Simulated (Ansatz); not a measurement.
## Li2H2Os: relaxing a made-up structure

This structure for Li2H2Os is made up. Its elements were placed in a known structure type with a cell scaled to their sizes. What cell does the guess relax to, and how far off was it?

Main program and level: Ansatz 0.2.0; DFT, PBEsol, plane-wave PAW, files of the set soft_1, scalar-relativistic, no spin, cell and ions relaxed at zero pressure; PAW set soft_1, in the first sound run; inputs show where later runs differ.

## 1. Set-up

Symmetry: Immm, No. 71, orthorhombic system. The conventional cell has a = 2.943 Å, b = 3.235 Å, c = 9.929 Å, α = 90.00°, β = 90.00°, γ = 90.00°. Os has 2 H at 1.67 Å nearest. Nearest to Li lie 1 H at 1.92 Å. Nearest to H lie 1 Os at 1.67 Å and 1 Li at 1.92 Å. Farther neighbours are not listed.

## 2. Relaxation of the guess

The guessed cell has no reason to be at equilibrium. It is relaxed with the atoms, within the space group of the guess.

The input, input.yaml:

```yaml
crystal:
  lattice:
    - [-1.4715, 1.6175, 4.9645]
    - [1.4715, -1.6175, 4.9645]
    - [1.4715, 1.6175, -4.9645]
  atoms:
    - { symbol: Os, position: [0.0, 0.0, 0.0] }
    - { symbol: Li, position: [0.3618, 0.3618, 0.0] }
    - { symbol: Li, position: [0.6382, 0.6382, 0.0] }
    - { symbol: H, position: [0.1684, 0.1684, 0.0] }
    - { symbol: H, position: [0.8316, 0.8316, 0.0] }
kpoints:
  mp_grid: { grid: [12, 12, 12] }
scf:
  occupations: { method: fermi_dirac, width: 0.05 }
hamiltonian:
  xc: pbesol
  pseudopotentials: { kind: paw, azcp: { folder: soft_1 }, xc_functional: pbe }
relax:
  f_tol: 0.015
  max_steps: 70
  cell: {}
output:
  forces: true
  stress: true
```

Command:

```
> ansatz run input.yaml --threads 4 --pin off --max-ram 8192MiB --backend cpu --events-out ev --progress --plain --runs-dir out
```

Numbers of over 12 decimals in the logs are rounded to 6 here.

The program printed:

```text
basis.fft_grid_basis auto: the FFT boxes are laid along the combinations [[1, 0, 1], [0, 1, 1], [0, 0, 1]] of the cell's own vectors, 3.235, 2.943 and 5.425 Å long. The dense box has 24×20×40 points. Along the cell's own vectors, as sized, it would have 40×40×40, 3.33 times as many. Of the 8 symmetry operations that the crystal satisfies within crystal.symmetry.tolerance (time reversal apart; of a slab, those that ke [...]
Engine: ansatz 0.2.0, aarch64-unknown-linux-gnu
Pseudopotentials: kind: paw
Pseudopotential: Os, paw, valence charge 16, recommended cutoff 420 eV (normal), soft_1/Os.paw.azcp
Pseudopotential: Li, paw, valence charge 3, recommended cutoff 420 eV (normal), soft_1/Li.paw.azcp
Pseudopotential: H, paw, valence charge 1, recommended cutoff 420 eV (normal), soft_1/H.paw.azcp
Functional definition: PBEsol
  exchange = pbesol_x
  correlation = pbesol_c
Crystal: 5 atoms, lattice volume = 47.265 Å³
Basis set: ecut = 420 eV, 905 PW (Γ), FFT grids on a1+a3, a2+a3, a3, exchange–correlation on 48×40×80 points (8 copies of the dense FFT grid, shifted against one another)
Bands: 17, of which v1, the nominal top of the filled ones, is band 12 counted from 1 (11 counted from 0)
Symmetry: 8 space group operations
Space group: Immm (ITA 71), of the structure as read, at distance tolerance 3.6e-5 Å
k-points: 280 of 1728
Non-local potential: Os, projectors of the file, l = 0: 3, l = 1: 2, l = 2: 2, l = 3: 1
Non-local potential: Li, projectors of the file, l = 0: 3, l = 1: 2, l = 2: 1
Non-local potential: H, projectors of the file, l = 0: 2, l = 1: 1
PAW form: soft (Blöchl's): semilocal exchange-correlation on the pseudo side does not see the compensation charge
PAW frozen core: Os, regenerated for the run's functional, and the local potential with it (the file was generated under x = pbe(κ = 0.804, μ = 0.219515), c = pbe(β = 0.066725))
PAW one-centre angular grid: Os, 590 points (default); XC on 64 Gauss nodes
PAW one-centre angular grid: Li, 110 points (default); XC on 64 Gauss nodes
PAW one-centre angular grid: H, 110 points (default); XC on 64 Gauss nodes
Initial density: superposition of atomic densities (chi_scale 0.1, normalization cell, long waves kept (reshape's long-wave potential 0.01 eV rms))
Initial wavefunctions: pseudopotential atomic-orbital guess
Functional: x = pbesol(κ = 0.804, μ = 0.123457), c = pbesol(β = 0.046)
SCF iter   1: F=—  HF=-11689.889520 eV  |F-HF|=—  |Δ(HF+E_count)|=         —  Δρ=7.82e-2  dr2=2.97e0  ethr=3.10e-3  ⟨swp⟩=4.4  Hψ=20209  notcnv=0
preconditioner: auto → Kerker (q_TF=auto, 2.437 Å⁻¹)  [metal: Δε(μ)=0.018 eV  Ē_g=7.852 eV  σ=0.050 eV  W_gap=0.09  n_scr=10 (ndim 8)  ℏωp=18.7 eV  f_vac=0.000  D(μ)=1.70/eV (n_scr^D=12)]
SCF iter   2: F=—  HF=-11689.175072 eV  |F-HF|=—  |Δ(HF+E_count)|=   7.14e-1  Δρ=3.18e-2  dr2=3.62e-1  ethr=3.10e-3  ⟨swp⟩=2.5  Hψ=10602  notcnv=0  defer=9
SCF iter   3: F=—  HF=-11689.096605 eV  |F-HF|=—  |Δ(HF+E_count)|=   7.85e-2  Δρ=1.06e-2  dr2=5.63e-2  ethr=1.51e-3  ⟨swp⟩=2.0  Hψ=7851  notcnv=0  defer=7
SCF iter   4: F=—  HF=-11689.089970 eV  |F-HF|=—  |Δ(HF+E_count)|=   6.63e-3  Δρ=2.34e-3  dr2=7.03e-3  ethr=2.35e-4  ⟨swp⟩=2.0  Hψ=8651  notcnv=0  defer=23
SCF iter   5: F=—  HF=-11689.089803 eV  |F-HF|=—  |Δ(HF+E_count)|=   1.67e-4  Δρ=7.93e-4  dr2=1.23e-3  ethr=2.93e-5  ⟨swp⟩=1.8  Hψ=5055  notcnv=0  defer=23
SCF iter   6: F=—  HF=-11689.089497 eV  |F-HF|=—  |Δ(HF+E_count)|=   3.06e-4  Δρ=2.53e-4  dr2=4.67e-5  ethr=5.11e-6  ⟨swp⟩=2.4  Hψ=6175  notcnv=0  defer=23
SCF iter   7: F=—  HF=-11689.089495 eV  |F-HF|=—  |Δ(HF+E_count)|=   2.08e-6  Δρ=3.84e-5  dr2=6.06e-7  ethr=1.95e-7  ⟨swp⟩=2.1  Hψ=6102  notcnv=0  defer=23
SCF iter   8: F=-11689.089495 eV  HF=-11689.089495 eV  |F-HF|=1.22e-8  |Δ(HF+E_count)|=   4.82e-7  Δρ=6.97e-6  dr2=1.43e-8  ethr=4.17e-10  ⟨swp⟩=4.5  Hψ=14660  notcnv=0
SCF 1 converged in 8 iterations: F = -11689.089495 eV  dr2 = 1.43e-8
  greatest PAW one-centre occupation: 1.000 electrons in one spin orbital (limit 2), on the Li atom at site 2 (counted from 0), in its partial waves of l = 0
relax step   1: F+E_penalty+E_count = -11689.08949535 eV  Δ(F+E_penalty+E_count) = +0.000e0 eV  max|allowed force component| = 8.895e-1 eV/Å  Δτ_max = 0.0000 Å  P = -1.496 GPa  Ω = 47.265 Å³  (8 SCF iters, dr2 threshold 1.00e-7 eV, accepted)
Crystal: 5 atoms, lattice volume = 45.577 Å³
Initial density: handed on by an earlier stage of this run
Initial wavefunctions: those handed on with the density
iter 1 solved again at ethr=3.36e-4 eV; its pass at ethr=3.10e-3 eV (dr2=8.07e-2 eV) is discarded
SCF iter   1: F=—  HF=-11689.561936 eV  |F-HF|=—  |Δ(HF+E_count)|=         —  Δρ=1.12e-2  dr2=7.92e-2  ethr=3.36e-4  ⟨swp⟩=1.0  Hψ=28303  notcnv=0
preconditioner: auto → Kerker (q_TF=auto, 2.452 Å⁻¹)  [metal: Δε(μ)=0.038 eV  Ē_g=7.893 eV  σ=0.050 eV  W_gap=0.18  n_scr=10 (ndim 8)  ℏωp=19.1 eV  f_vac=0.000  D(μ)=1.04/eV (n_scr^D=2)]
SCF iter   2: F=—  HF=-11689.552172 eV  |F-HF|=—  |Δ(HF+E_count)|=   9.76e-3  Δρ=5.69e-3  dr2=2.22e-2  ethr=3.30e-4  ⟨swp⟩=2.0  Hψ=5899  notcnv=0
SCF iter   3: F=—  HF=-11689.548298 eV  |F-HF|=—  |Δ(HF+E_count)|=   3.87e-3  Δρ=1.43e-3  dr2=3.83e-3  ethr=9.26e-5  ⟨swp⟩=2.0  Hψ=5893  notcnv=0
SCF iter   4: F=—  HF=-11689.547116 eV  |F-HF|=—  |Δ(HF+E_count)|=   1.18e-3  Δρ=6.08e-4  dr2=3.69e-4  ethr=1.60e-5  ⟨swp⟩=1.7  Hψ=5648  notcnv=0
SCF iter   5: F=—  HF=-11689.547036 eV  |F-HF|=—  |Δ(HF+E_count)|=   8.02e-5  Δρ=1.20e-4  dr2=8.42e-6  ethr=1.54e-6  ⟨swp⟩=2.0  Hψ=6686  notcnv=0
SCF iter   6: F=—  HF=-11689.547038 eV  |F-HF|=—  |Δ(HF+E_count)|=   2.06e-6  Δρ=2.99e-5  dr2=5.04e-7  ethr=3.51e-8  ⟨swp⟩=2.2  Hψ=6209  notcnv=0
SCF iter   7: F=-11689.547038 eV  HF=-11689.547038 eV  |F-HF|=6.97e-10  |Δ(HF+E_count)|=   1.47e-7  Δρ=5.49e-6  dr2=1.24e-8  ethr=2.08e-9  ⟨swp⟩=4.0  Hψ=13719  notcnv=0
SCF 2 converged in 7 iterations: F = -11689.547038 eV  dr2 = 1.24e-8
relax step   2: F+E_penalty+E_count = -11689.54703826 eV  Δ(F+E_penalty+E_count) = -4.575e-1 eV  max|allowed force component| = 3.231e-1 eV/Å  Δτ_max = 0.1035 Å  P = -3.732 GPa  Ω = 45.577 Å³  energy of the carried Pulay correction = +9.138e-4 eV  (7 SCF iters, dr2 threshold 5.00e-7 eV, accepted)
Crystal: 5 atoms, lattice volume = 43.610 Å³
Basis set: ecut = 420 eV, 865 PW (Γ), FFT grids on a1+a3, a2+a3, a3, exchange–correlation on 48×40×80 points (8 copies of the dense FFT grid, shifted against one another)
iter 1 solved again at ethr=7.07e-5 eV; its pass at ethr=3.10e-3 eV (dr2=1.70e-2 eV) is discarded
[...]
SCF iter   6: F=-11689.735424 eV  HF=-11689.735424 eV  |F-HF|=4.80e-8  |Δ(HF+E_count)|=   4.81e-7  Δρ=1.99e-5  dr2=2.76e-7  ethr=2.08e-9  ⟨swp⟩=3.1  Hψ=19465  notcnv=0
SCF 3 converged in 6 iterations: F = -11689.735424 eV  dr2 = 2.76e-7
relax step   3: F+E_penalty+E_count = -11689.73542387 eV  Δ(F+E_penalty+E_count) = -1.884e-1 eV  max|allowed force component| = 8.739e-2 eV/Å  Δτ_max = 0.0495 Å  P = -0.644 GPa  Ω = 43.610 Å³  energy of the carried Pulay correction = +2.021e-3 eV  (6 SCF iters, dr2 threshold 5.00e-7 eV, accepted)
[...]
relax step   4: F+E_penalty+E_count = -11689.76165990 eV  Δ(F+E_penalty+E_count) = -2.624e-2 eV  max|allowed force component| = 5.004e-2 eV/Å  Δτ_max = 0.0259 Å  P = +1.561 GPa  Ω = 42.731 Å³  energy of the carried Pulay correction = +2.532e-3 eV  (6 SCF iters, dr2 threshold 5.00e-7 eV, accepted)
[...]
relax step   5: F+E_penalty+E_count = -11689.76867533 eV  Δ(F+E_penalty+E_count) = -7.015e-3 eV  max|allowed force component| = 3.632e-2 eV/Å  Δτ_max = 0.0197 Å  P = +0.644 GPa  Ω = 42.986 Å³  energy of the carried Pulay correction = +2.383e-3 eV  (5 SCF iters, dr2 threshold 5.00e-7 eV, accepted)
[...]
relax step   6: F+E_penalty+E_count = -11689.77105555 eV  Δ(F+E_penalty+E_count) = -2.380e-3 eV  max|allowed force component| = 1.482e-2 eV/Å  Δτ_max = 0.0040 Å  P = -0.313 GPa  Ω = 43.528 Å³  energy of the carried Pulay correction = +2.069e-3 eV  (6 SCF iters, dr2 threshold 5.00e-7 eV, accepted)
[...]
relax step   7: F+E_penalty+E_count = -11689.77132217 eV  Δ(F+E_penalty+E_count) = -2.666e-4 eV  max|allowed force component| = 1.235e-3 eV/Å  Δτ_max = 0.0025 Å  P = -0.010 GPa  Ω = 43.383 Å³  energy of the carried Pulay correction = +2.152e-3 eV  (6 SCF iters, dr2 threshold 4.15e-7 eV, accepted)
[...]
relax step   8: F+E_penalty+E_count = -11689.77062608 eV  Δ(F+E_penalty+E_count) = +6.961e-4 eV  max|allowed force component| = 2.506e-3 eV/Å  Δτ_max = 0.0000 Å  P = -0.007 GPa  Ω = 43.383 Å³  stress off target by 8.67e-2 GPa  SCF on the basis re-selected at this cell (its energy is not comparable with the rows above)  (6 SCF iters)
[...]
relax step   9: F+E_penalty+E_count = -11689.77064518 eV  Δ(F+E_penalty+E_count) = -1.910e-5 eV  max|allowed force component| = 1.138e-3 eV/Å  Δτ_max = 0.0004 Å  P = -0.011 GPa  Ω = 43.380 Å³  energy of the carried Pulay correction = +3.451e-6 eV  (6 SCF iters, dr2 threshold 1.88e-8 eV, accepted)
iter 1 solved again at ethr=5.47e-8 eV; its pass at ethr=3.10e-3 eV (dr2=1.31e-5 eV) is discarded
SCF iter   1: F=—  HF=-11689.770647 eV  |F-HF|=—  |Δ(HF+E_count)|=         —  Δρ=1.88e-6  dr2=6.15e-10  ethr=5.47e-8  ⟨swp⟩=3.0  Hψ=32591  notcnv=0
eigensolver tolerance schedule: the retry pair's looser diagonalisation over-reported the residual by 21377.40 of it (diagonalisation noise at 0.61 of the residual, at the tolerance the schedule requests for it); recorded, not acted on — ethr = c·dr2/N_el stays at c = 1.0e-1
preconditioner: auto → none  [metal: Δε(μ)=0.009 eV  Ē_g=8.181 eV  σ=0.050 eV  W_gap=0.05  n_scr=8 (ndim 8)  ℏωp=19.5 eV  f_vac=0.000  D(μ)=1.04/eV (n_scr^D=2)]
SCF iter   2: F=—  HF=-11689.770642 eV  |F-HF|=—  |Δ(HF+E_count)|=   5.66e-6  Δρ=1.09e-6  dr2=2.59e-10  ethr=2.56e-12  ⟨swp⟩=3.2  Hψ=9728  notcnv=0
SCF iter   3: F=—  HF=-11689.770642 eV  |F-HF|=—  |Δ(HF+E_count)|=  1.38e-10  Δρ=7.75e-7  dr2=8.97e-11  ethr=1.08e-12  ⟨swp⟩=1.0  Hψ=4760  notcnv=0
iter 4 did not close the SCF: its close was put off for the readings that it lacked (scf_convergence_deferred on its scf_iter line)
SCF iter   4: F=-11689.770642 eV  HF=-11689.770642 eV  |F-HF|=3.64e-12  |Δ(HF+E_count)|=  1.71e-10  Δρ=9.58e-8  dr2=3.90e-12  ethr=1.00e-12  ⟨swp⟩=2.1  Hψ=5454  notcnv=0
iter 5 did not close the SCF: its close was put off for the readings that it lacked (scf_convergence_deferred on its scf_iter line)
SCF iter   5: F=-11689.770642 eV  HF=-11689.770642 eV  |F-HF|=1.82e-12  |Δ(HF+E_count)|=  1.82e-12  Δρ=6.53e-8  dr2=1.86e-12  ethr=1.00e-12  ⟨swp⟩=1.0  Hψ=4760  notcnv=0
iter 6 did not close the SCF: its close was put off for the readings that it lacked (scf_convergence_deferred on its scf_iter line)
SCF iter   6: F=-11689.770642 eV  HF=-11689.770642 eV  |F-HF|=1.82e-12  |Δ(HF+E_count)|=  5.46e-12  Δρ=3.65e-8  dr2=4.76e-13  ethr=1.00e-12  ⟨swp⟩=1.0  Hψ=4760  notcnv=0
iter 7 did not close the SCF: its close was put off for the readings that it lacked (scf_convergence_deferred on its scf_iter line)
SCF iter   7: F=-11689.770642 eV  HF=-11689.770642 eV  |F-HF|=1.82e-12  |Δ(HF+E_count)|=  7.28e-12  Δρ=1.01e-8  dr2=2.89e-14  ethr=1.00e-12  ⟨swp⟩=1.0  Hψ=4760  notcnv=0
SCF iter   8: F=-11689.770642 eV  HF=-11689.770642 eV  |F-HF|=1.82e-12  |Δ(HF+E_count)|=  1.82e-12  Δρ=2.13e-9  dr2=1.41e-15  ethr=1.00e-12  ⟨swp⟩=1.0  Hψ=10640  notcnv=0
SCF 10 converged in 8 iterations: F = -11689.770642 eV  dr2 = 1.41e-15
relax step  10: F+E_penalty+E_count = -11689.77064153 eV  Δ(F+E_penalty+E_count) = +3.645e-6 eV  max|allowed force component| = 1.124e-3 eV/Å  Δτ_max = 0.0000 Å  P = -0.011 GPa  Ω = 43.380 Å³  stress off target by 3.93e-2 GPa  SCF on the basis re-selected at this cell (its energy is not comparable with the rows above)  (8 SCF iters)
basis re-selected at this cell: Δ(F+E_penalty+E_count) = +3.645e-6 eV, ΔP = +0.000 GPa vs the last step (what re-selecting the basis moved, of the pressure what is left beyond the Pulay correction that the steps carried, after the strain that the cell walked since its last selection, with what the two solves' SCF thresholds leave and, on support functions, any second-order correction that the steps lacked; it is no m [...]
SCF converged after 8 iterations
Free energy (F): -11689.770642 eV
Harris-Foulkes:  -11689.770642 eV  (|F-HF|=1.82e-12)
Internal energy: -11689.761913 eV  (E = F + TS)
E sigma→0 (E₀):  -11689.766277 eV
Entropy (-TS):   -0.008728 eV (-1.746 meV/atom)
Fermi energy:    10.214857 eV
--- Per-component energies (eV) ---
  E_band       = -420.838369
  E_kinetic    = 554.485921
  E_local      = -2231.156028  (includes V_loc(G=0)·N_el)
  E_nonlocal   = 163.739296
  E_hartree    = 836.049092
  E_xc         = -268.218603
  E_vxc        = -292.384329  (∫ρ·V_xc dr)
  E_paw        = -8962.022350  (= ΣΔE_a)
  E_vpaw       = -287.620693  (= ΣTr[D̂ρ^β])
  E_aug_tail   = -0.000721  (compensation charges beyond the density's cutoff)
  E_ewald      = -1782.886518
  E_core_change = 0.247998  (= ΣΔE_core)
  E_smearing   = -0.008728  (= −TS)
  E_closure    = 0.000000  (closes the sum)
  Σ components = -11689.770642   (vs F -11689.770642, Δ=0.00e0)
--- Forces (eV/Å), atoms counted from 1 ---
  atom   1  Os     0.00000000     0.00000000     0.00000000
  atom   2  Li     0.00000000     0.00000000    -0.00024313
  atom   3  Li     0.00000000     0.00000000     0.00024313
  atom   4  H      0.00000000     0.00000000    -0.00112437
  atom   5  H      0.00000000     0.00000000     0.00112437
  max |Σ_I F_I| component: 2.17e-19 eV/Å
--- Stress (GPa, compression-positive) ---
       -0.039323       0.000000       0.000000
        0.000000      -0.021886       0.000000
        0.000000       0.000000       0.028040
  P = ⅓ Tr σ = -0.0111 GPa (-0.111 kbar)
--- Relaxed structure (8 steps of the walk, 8 accepted, 2 SCFs on fresh bases) ---
  F+E_penalty+E_count = -11689.77064153 eV   max|allowed force component| = 1.124e-3 eV/Å   (the final SCF, on the basis selected at the relaxed cell)
  cell:  # Å, volume = 43.3797 Å³
    - [-1.306248, 1.539344, 5.393429]
    - [1.306248, -1.539344, 5.393429]
    - [1.306248, 1.539344, -5.393429]
  atoms:
    - { symbol: Os, position: [-3.6580494287707127e-19, -3.6580494287707123e-19, 0] }
    - { symbol: Li, position: [0.345197, 0.345197, 0] }
    - { symbol: Li, position: [0.654803, 0.654803, 0] }
    - { symbol: H, position: [0.161839, 0.161839, 0] }
    - { symbol: H, position: [0.838161, 0.838161, 0] }
```

Run time: 22 s. Hardware: 4 threads of Arm Neoverse V2, shared host; peak memory 0.5 GiB.

Relaxation path:

| step | energy less that of the first step (eV) | largest force component (eV/Å) | pressure (GPa) | volume (Å³) |
| --- | --- | --- | --- | --- |
| 1 | 0.0000 | 0.8895 | -1.50 | 47.27 |
| 2 | -0.4575 | 0.3231 | -3.73 | 45.58 |
| 3 | -0.6459 | 0.0874 | -0.64 | 43.61 |
| 4 | -0.6722 | 0.0500 | 1.56 | 42.73 |
| 5 | -0.6792 | 0.0363 | 0.64 | 42.99 |
| 6 | -0.6816 | 0.0148 | -0.31 | 43.53 |
| 7 | -0.6818 | 0.0012 | -0.01 | 43.38 |
| 8* | -0.6811 | 0.0025 | -0.01 | 43.38 |
| 9 | -0.6812 | 0.0011 | -0.01 | 43.38 |
| 10* | -0.6811 | 0.0011 | -0.01 | 43.38 |

Relaxation steps marked * repeat the geometry before them on a plane-wave basis chosen anew for their cell, so energy and pressure can jump there.

The run keeps the 8 symmetry operations that it works with, so distortions that break them were not tested.

| conventional cell, symmetrised | before | after | change |
| --- | --- | --- | --- |
| a (Å) | 2.943 | 2.612 | -11.2 % |
| b (Å) | 3.235 | 3.079 | -4.8 % |
| c (Å) | 9.929 | 10.787 | +8.6 % |
| volume (Å³/atom) | 9.45 | 8.68 | -8.2 % |

The atoms that moved most (Å, as changes of fractional coordinates times the final cell):

| atom | dx | dy | dz | length |
| --- | --- | --- | --- | --- |
| Li2 | 0.000 | 0.000 | -0.179 | 0.179 |
| Li3 | 0.000 | 0.000 | 0.179 | 0.179 |
| H5 | 0.000 | 0.000 | 0.071 | 0.071 |
| H4 | 0.000 | 0.000 | -0.071 | 0.071 |

Final coordinates:

```xyz
5
Lattice="-1.3062 1.5393 5.3934 1.3062 -1.5393 5.3934 1.3062 1.5393 -5.3934" Properties=species:S:1:pos:R:3 pbc="T T T"
Os    0.0000    0.0000    0.0000
Li    0.0000    0.0000    3.7236
Li    0.0000    0.0000    7.0633
H     0.0000    0.0000    1.7457
H     0.0000    0.0000    9.0411
```

This step gave:

| Property | Result |
| --- | --- |
| free energy | -11689.7706 eV |
| energy at zero smearing | -11689.7663 eV |
| smearing term TS | 0.008728 eV |
| Fermi energy | 10.21 eV |
| electrons | 24 |
| symmetry operations | 8 |
| pressure | -0.01106 GPa |

Shortest distances by pair of elements, guess and relaxed (not always the same contact):

| pair | guess (Å) | relaxed (Å) |
| --- | --- | --- |
| H–Os | 1.672 | 1.746 |
| H–Li | 1.920 | 1.978 |
| Os–Os | 2.943 | 2.612 |
| Li–Li | 2.744 | 2.612 |
| H–H | 2.722 | 2.612 |

The relaxation ends with a largest force component of 0.0011 eV/Å and a pressure of -0.01 GPa.

(Part 1 of 2 ends here.)

[Logs are printed without paths, hosts, clocks, repeated set-up lines and the standing remarks that a program may print on its own settings, such as how far it seeks lower states.]

[Hosts, paths, dates, database ids (printed as entryN), source tags and the programs' standing remarks are cut or masked in the printed files.]
